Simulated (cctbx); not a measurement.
**A crystallographic session in cctbx: BiP**

Library: cctbx 2025.11. The data are simulated by the first script.

## 1. Simulate the data

run.py:

```python
from cctbx import adptbx, crystal, miller, sgtbx, xray
from cctbx.array_family import flex
from iotbx.shelx import hklf
from scitbx import matrix
import scitbx.random

cs = crystal.symmetry(unit_cell=(5.757, 5.757, 5.757, 90, 90, 90), space_group_symbol='Hall: -F 4 2 3')  # Fm-3m
atoms = [  # label, site, U (iso, or U11 U22 U33 U12 U13 U23 in A^2), occupancy
    ("Bi1", (0.5, 0, 0), (0.0176, 0.0176, 0.0176, -0.0000, 0.0000, -0.0000), 1),
    ("P1", (0, 0, 0), (0.0394, 0.0394, 0.0394, 0.0000, -0.0000, 0.0000), 1),
]
xs = xray.structure(crystal_symmetry=cs)
for label, site, u, occ in atoms:
    u = adptbx.u_cif_as_u_star(cs.unit_cell(), u) if isinstance(u, tuple) else u
    xs.add_scatterer(xray.scatterer(label, site=site, u=u, occupancy=occ))
xs.set_inelastic_form_factors(0.71073, "sasaki")
xs.show_summary()
p1 = xs.expand_to_p1()
ms = miller.build_set(p1, anomalous_flag=True, d_min=0.7)
flex.set_random_seed(184355)
scitbx.random.set_random_seed(184355)
ms = ms.select(flex.random_double(ms.size()) < 0.8)
i = ms.structure_factors_from_scatterers(p1, algorithm="direct").f_calc().as_intensity_array().data()
i = i * 70000 / flex.max(i)
sig = flex.sqrt(i + flex.pow2(0.04 * i) + 2 ** 2)
noise = scitbx.random.variate(scitbx.random.normal_distribution())(i.size())
data = ms.array(data=i + sig * noise, sigmas=sig).set_observation_type_xray_intensity()
with open("data.hkl", "w") as f:
    data.export_as_shelx_hklf(f)
print("reflections written:", data.size(), " <I/sigma> = %.1f" % flex.mean(data.data() / data.sigmas()))
for h, a, b in list(data.sort("data"))[:12]:
    print("%4d%4d%4d %9.1f %7.1f" % (h + (a, b)))
```

```console
$ python run.py
```

```text
Number of scatterers: 2
At special positions: 2
Unit cell: (5.757, 5.757, 5.757, 90, 90, 90)
Space group: F m -3 m (No. 225)
reflections written: 1850  <I/sigma> = 5.9
   0   0  -2   73667.9  2812.5
   0  -2   0   71736.1  2812.5
   0   0   2   70613.6  2812.5
   0   2   0   69477.7  2812.5
   2   0   0   68658.9  2812.5
  -2  -2   0   54344.6  2107.9
   0   2   2   54146.1  2107.9
   0  -2   2   53012.8  2107.9
   2  -2   0   52493.6  2107.9
   2   2   0   52055.1  2107.9
   2   0   2   51483.0  2107.9
   0   2  -2   51437.8  2107.9
```

It took 0.37 s on 1 thread of Arm Neoverse N1, with other jobs on the host, peak memory 0.07 GiB.

## 2. Refinement (right model, isotropic)

run.py:

```python
import math
from cctbx import adptbx, crystal, maptbx, sgtbx, xray
from cctbx.array_family import flex
from cctbx.xray import observations
from iotbx.shelx import hklf
from scitbx.lstbx import normal_eqns_solving
from smtbx import absolute_structure, utils
from smtbx.refinement import constraints, least_squares

cs = crystal.symmetry(unit_cell=(5.757, 5.757, 5.757, 90, 90, 90), space_group_symbol='Hall: -F 4 2 3')  # Fm-3m
atoms = [  # label, site, U (iso, or U11 U22 U33 U12 U13 U23 in A^2), occupancy
    ("Bi1", (0.5, 0, 0), 0.0200, 1),
    ("P1", (0, 0, 0), 0.0200, 1),
]
xs = xray.structure(crystal_symmetry=cs)
for label, site, u, occ in atoms:
    u = adptbx.u_cif_as_u_star(cs.unit_cell(), u) if isinstance(u, tuple) else u
    xs.add_scatterer(xray.scatterer(label, site=site, u=u, occupancy=occ))
xs.set_inelastic_form_factors(0.71073, "sasaki")
raw = hklf.reader(file_name="data.hkl").as_miller_arrays(crystal_symmetry=cs, anomalous=True)[0]
merged = raw.eliminate_sys_absent().merge_equivalents()
fo2 = merged.array().set_observation_type_xray_intensity()
print("Rint %.3f, %d unique reflections to %.2f A" % (merged.r_int(), fo2.size(), fo2.d_min()))
for sc in xs.scatterers():
    sc.flags.set_grad_site(True)
    sc.flags.set_grad_u_aniso(sc.flags.use_u_aniso())
    sc.flags.set_grad_u_iso(sc.flags.use_u_iso())
obs = fo2.as_xray_observations()
extra = {}
rep = constraints.reparametrisation(xs, [], utils.connectivity_table(xs), **extra)
ls = least_squares.crystallographic_ls(obs, rep, weighting_scheme=least_squares.mainstream_shelx_weighting(a=0, b=0))
print("cycle     R1     wR2    GooF  max shift (A)")
for cycle in range(8):
    ls.build_up()
    r1, wr2, goof = ls.r1_factor(cutoff_factor=2)[0], ls.wR2(), ls.goof()
    old = xs.sites_cart()
    normal_eqns_solving.levenberg_marquardt_iterations(ls, n_max_iterations=3, tau=1e-06, step_threshold=1e-7)
    big = flex.max((xs.sites_cart() - old).norms())
    print("%4d %7.4f %7.4f %7.3f %9.5f" % (cycle + 1, r1, wr2, goof, big))
    ls.build_up(objective_only=True)
    if abs(ls.wR2() - wr2) < 5e-5 and big < 5e-4:
        break
ls.build_up()
print("final R1 %.4f wR2 %.4f GooF %.3f  parameters %d  data/parameter %.1f" % (ls.r1_factor(cutoff_factor=2)[0], ls.wR2(), ls.goof(), ls.n_parameters, fo2.size() / ls.n_parameters))
cov = ls.covariance_matrix_and_annotations()
su = dict(zip(cov.annotations, (math.sqrt(max(v, 0)) for v in cov.matrix.matrix_packed_u_diagonal())))
a2 = cs.unit_cell().reciprocal_parameters()[0] ** -2
print("atom        x        y        z      Ueq    occ   su(xyz)  su(Uiso or U11)")
for sc in xs.scatterers():
    s = max(su.get(sc.label + k, 0) for k in (".x", ".y", ".z"))
    npd = "" if sc.is_positive_definite_u(cs.unit_cell()) else "  NPD"
    print("%-5s %8.5f %8.5f %8.5f %8.4f %6.3f %8.5f %7.4f%s" % ((sc.label,) + sc.site + (sc.u_iso_or_equiv(cs.unit_cell()), sc.occupancy, s, su.get(sc.label + ".uiso", su.get(sc.label + ".u11", 0) * a2), npd)))
fo = fo2.f_sq_as_f()
fc = fo.structure_factors_from_scatterers(xs, algorithm="direct").f_calc()
diff = fo.f_obs_minus_f_calc(1 / math.sqrt(ls.scale_factor()), fc).average_bijvoet_mates()
m = diff.fft_map(symmetry_flags=maptbx.use_space_group_symmetry, resolution_factor=0.25).apply_volume_scaling()
print("difference map: max %.2f min %.2f rms %.2f" % (m.statistics().max(), m.statistics().min(), m.statistics().sigma()))
peaks = m.peak_search(parameters=maptbx.peak_search_parameters(min_distance_sym_equiv=0.6, max_clusters=6)).all()
near = xs.closest_distances(peaks.sites(), distance_cutoff=4)
sps = cs.special_position_settings(min_distance_sym_equiv=0.5)
for k, (x, h) in enumerate(zip(peaks.sites(), peaks.heights())):
    ss = sps.site_symmetry(x)
    print("Q%-3d %7.4f %7.4f %7.4f %4d %7.2f  %.2f A from %s" % ((k + 1,) + tuple(t % 1 for t in ss.exact_site()) + (ss.multiplicity(), h, near.smallest_distances[k], xs.scatterers()[near.i_seqs[k]].label)))
```

```console
$ python run.py
```

```text
Rint 0.029, 27 unique reflections to 0.70 A
cycle     R1     wR2    GooF  max shift (A)
   1  0.0484  0.1217  12.089   0.00000
   2  0.0056  0.0107   1.058   0.00000
final R1 0.0056 wR2 0.0107 GooF 1.058  parameters 2  data/parameter 13.5
atom        x        y        z      Ueq    occ   su(xyz)  su(Uiso or U11)
Bi1    0.50000  0.00000  0.00000   0.0176  1.000  0.00000  0.0001
P1     0.00000  0.00000  0.00000   0.0382  1.000  0.00000  0.0006
difference map: max 0.50 min -0.43 rms 0.10
Q1    0.0000  0.2500  0.2500   24    0.50  2.04 A from Bi1
Q2    0.0000  0.0000  0.3768   24    0.18  0.71 A from Bi1
Q3    0.1341  0.1341  0.1341   32    0.14  1.34 A from P1
Q4    0.1472  0.1472  0.3528   32    0.14  1.47 A from Bi1
Q5    0.0000  0.0995  0.0995   48    0.11  0.81 A from P1
Q6    0.2500  0.2500  0.2500    8    0.05  2.49 A from Bi1
```

Time: 0.56 s.

## 3. Refinement (right model, anisotropic)

run.py, as its changes from the last script of this kind:

```diff
@@ -12,2 +12,2 @@
-    ("Bi1", (0.5, 0, 0), 0.0200, 1),
-    ("P1", (0, 0, 0), 0.0200, 1),
+    ("Bi1", (0.5, 0, 0), 0.0176, 1),
+    ("P1", (0, 0, 0), 0.0382, 1),
@@ -19,0 +20 @@
+xs.convert_to_anisotropic()
```

```console
$ python run.py
```

```text
Rint 0.029, 27 unique reflections to 0.70 A
cycle     R1     wR2    GooF  max shift (A)
   1  0.0056  0.0107   1.059   0.00000
final R1 0.0056 wR2 0.0107 GooF 1.058  parameters 2  data/parameter 13.5
atom        x        y        z      Ueq    occ   su(xyz)  su(Uiso or U11)
Bi1    0.50000  0.00000  0.00000   0.0176  1.000  0.00000  0.0001
P1     0.00000  0.00000  0.00000   0.0382  1.000  0.00000  0.0006
difference map: max 0.50 min -0.43 rms 0.10
Q1    0.0000  0.2500  0.2500   24    0.50  2.04 A from Bi1
Q2    0.0000  0.0000  0.3768   24    0.18  0.71 A from Bi1
Q3    0.1341  0.1341  0.1341   32    0.14  1.34 A from P1
Q4    0.1472  0.1472  0.3528   32    0.14  1.47 A from Bi1
Q5    0.0000  0.0995  0.0995   48    0.11  0.81 A from P1
Q6    0.2500  0.2500  0.2500    8    0.05  2.49 A from Bi1
```

Time: 0.52 s.

## 4. Refinement

run.py, as its changes from the last script of this kind:

```diff
@@ -22 +22 @@
-merged = raw.eliminate_sys_absent().merge_equivalents()
+merged = raw.eliminate_sys_absent().resolution_filter(d_min=1.6).merge_equivalents()
@@ -34 +34 @@
-for cycle in range(8):
+for cycle in range(12):
```

```console
$ python run.py
```

```text
Rint 0.025, 5 unique reflections to 1.66 A
cycle     R1     wR2    GooF  max shift (A)
   1  0.0071  0.0163   1.595   0.00000
   2  0.0067  0.0136   1.334   0.00000
final R1 0.0067 wR2 0.0136 GooF 1.334  parameters 2  data/parameter 2.5
atom        x        y        z      Ueq    occ   su(xyz)  su(Uiso or U11)
Bi1    0.50000  0.00000  0.00000   0.0152  1.000  0.00000  0.0021
P1     0.00000  0.00000  0.00000   0.0335  1.000  0.00000  0.0063
difference map: max 0.14 min -0.35 rms 0.07
Q1    0.0000  0.2500  0.2500   24    0.14  2.04 A from Bi1
Q2    0.0000  0.0000  0.5000    4    0.01  0.00 A from Bi1
Q3    0.0000  0.0000  0.0000    4   -0.03  0.00 A from P1
```

Time: 0.57 s.

This run holds a fault made on purpose: data cut at low resolution.

## 5. Refinement

run.py, as its changes from the last script of this kind:

```diff
@@ -19 +19 @@
-xs.set_inelastic_form_factors(0.71073, "sasaki")
+xs.set_inelastic_form_factors(1.54184, "sasaki")
@@ -22 +22 @@
-merged = raw.eliminate_sys_absent().resolution_filter(d_min=1.6).merge_equivalents()
+merged = raw.eliminate_sys_absent().merge_equivalents()
```

```console
$ python run.py
```

```text
Rint 0.029, 27 unique reflections to 0.70 A
cycle     R1     wR2    GooF  max shift (A)
   1  0.0072  0.0150   1.493   0.00000
   2  0.0055  0.0112   1.113   0.00000
final R1 0.0055 wR2 0.0112 GooF 1.113  parameters 2  data/parameter 13.5
atom        x        y        z      Ueq    occ   su(xyz)  su(Uiso or U11)
Bi1    0.50000  0.00000  0.00000   0.0175  1.000  0.00000  0.0001
P1     0.00000  0.00000  0.00000   0.0404  1.000  0.00000  0.0006
difference map: max 0.50 min -0.43 rms 0.11
Q1    0.0000  0.2500  0.2500   24    0.50  2.04 A from Bi1
Q2    0.0000  0.0000  0.3726   24    0.18  0.73 A from Bi1
Q3    0.1336  0.1336  0.1336   32    0.15  1.33 A from P1
Q4    0.1469  0.1469  0.3531   32    0.14  1.47 A from Bi1
Q5    0.0000  0.1113  0.1113   48    0.10  0.91 A from P1
Q6    0.2500  0.2500  0.2500    8    0.07  2.49 A from Bi1
```

Time: 0.59 s.

This run holds a fault made on purpose: dispersion terms of the wrong wavelength.

## 6. Refinement

run.py, as its changes from the last script of this kind:

```diff
@@ -13 +12,0 @@
-    ("P1", (0, 0, 0), 0.0382, 1),
@@ -19 +18 @@
-xs.set_inelastic_form_factors(1.54184, "sasaki")
+xs.set_inelastic_form_factors(0.71073, "sasaki")
```

```console
$ python run.py
```

```text
Rint 0.029, 27 unique reflections to 0.70 A
cycle     R1     wR2    GooF  max shift (A)
   1  0.1108  0.1842  17.945   0.00000
   2  0.1121  0.1836  17.879   0.00000
final R1 0.1121 wR2 0.1836 GooF 17.879  parameters 1  data/parameter 27.0
atom        x        y        z      Ueq    occ   su(xyz)  su(Uiso or U11)
Bi1    0.50000  0.00000  0.00000   0.0169  1.000  0.00000  0.0017
difference map: max 37.20 min -1.17 rms 1.99
Q1    0.0000  0.0000  0.0000    4   37.20  2.88 A from Bi1
Q2    0.0000  0.0000  0.5000    4   10.33  0.00 A from Bi1
Q3    0.1069  0.1069  0.1069   32    0.54  2.42 A from Bi1
Q4    0.0000  0.0775  0.1710   96    0.50  1.95 A from Bi1
Q5    0.2500  0.2500  0.2500    8    0.48  2.49 A from Bi1
Q6    0.0000  0.2500  0.2500   24    0.25  2.04 A from Bi1
```

It took 0.57 s on 1 thread of Arm Neoverse N1, on a shared host, peak memory 0.09 GiB.

This run holds a fault made on purpose: atom left out: P1.

[Logs are printed without paths, hosts, clocks, repeated set-up lines and the standing remarks that a program may print on its own settings, such as how far it seeks lower states.]
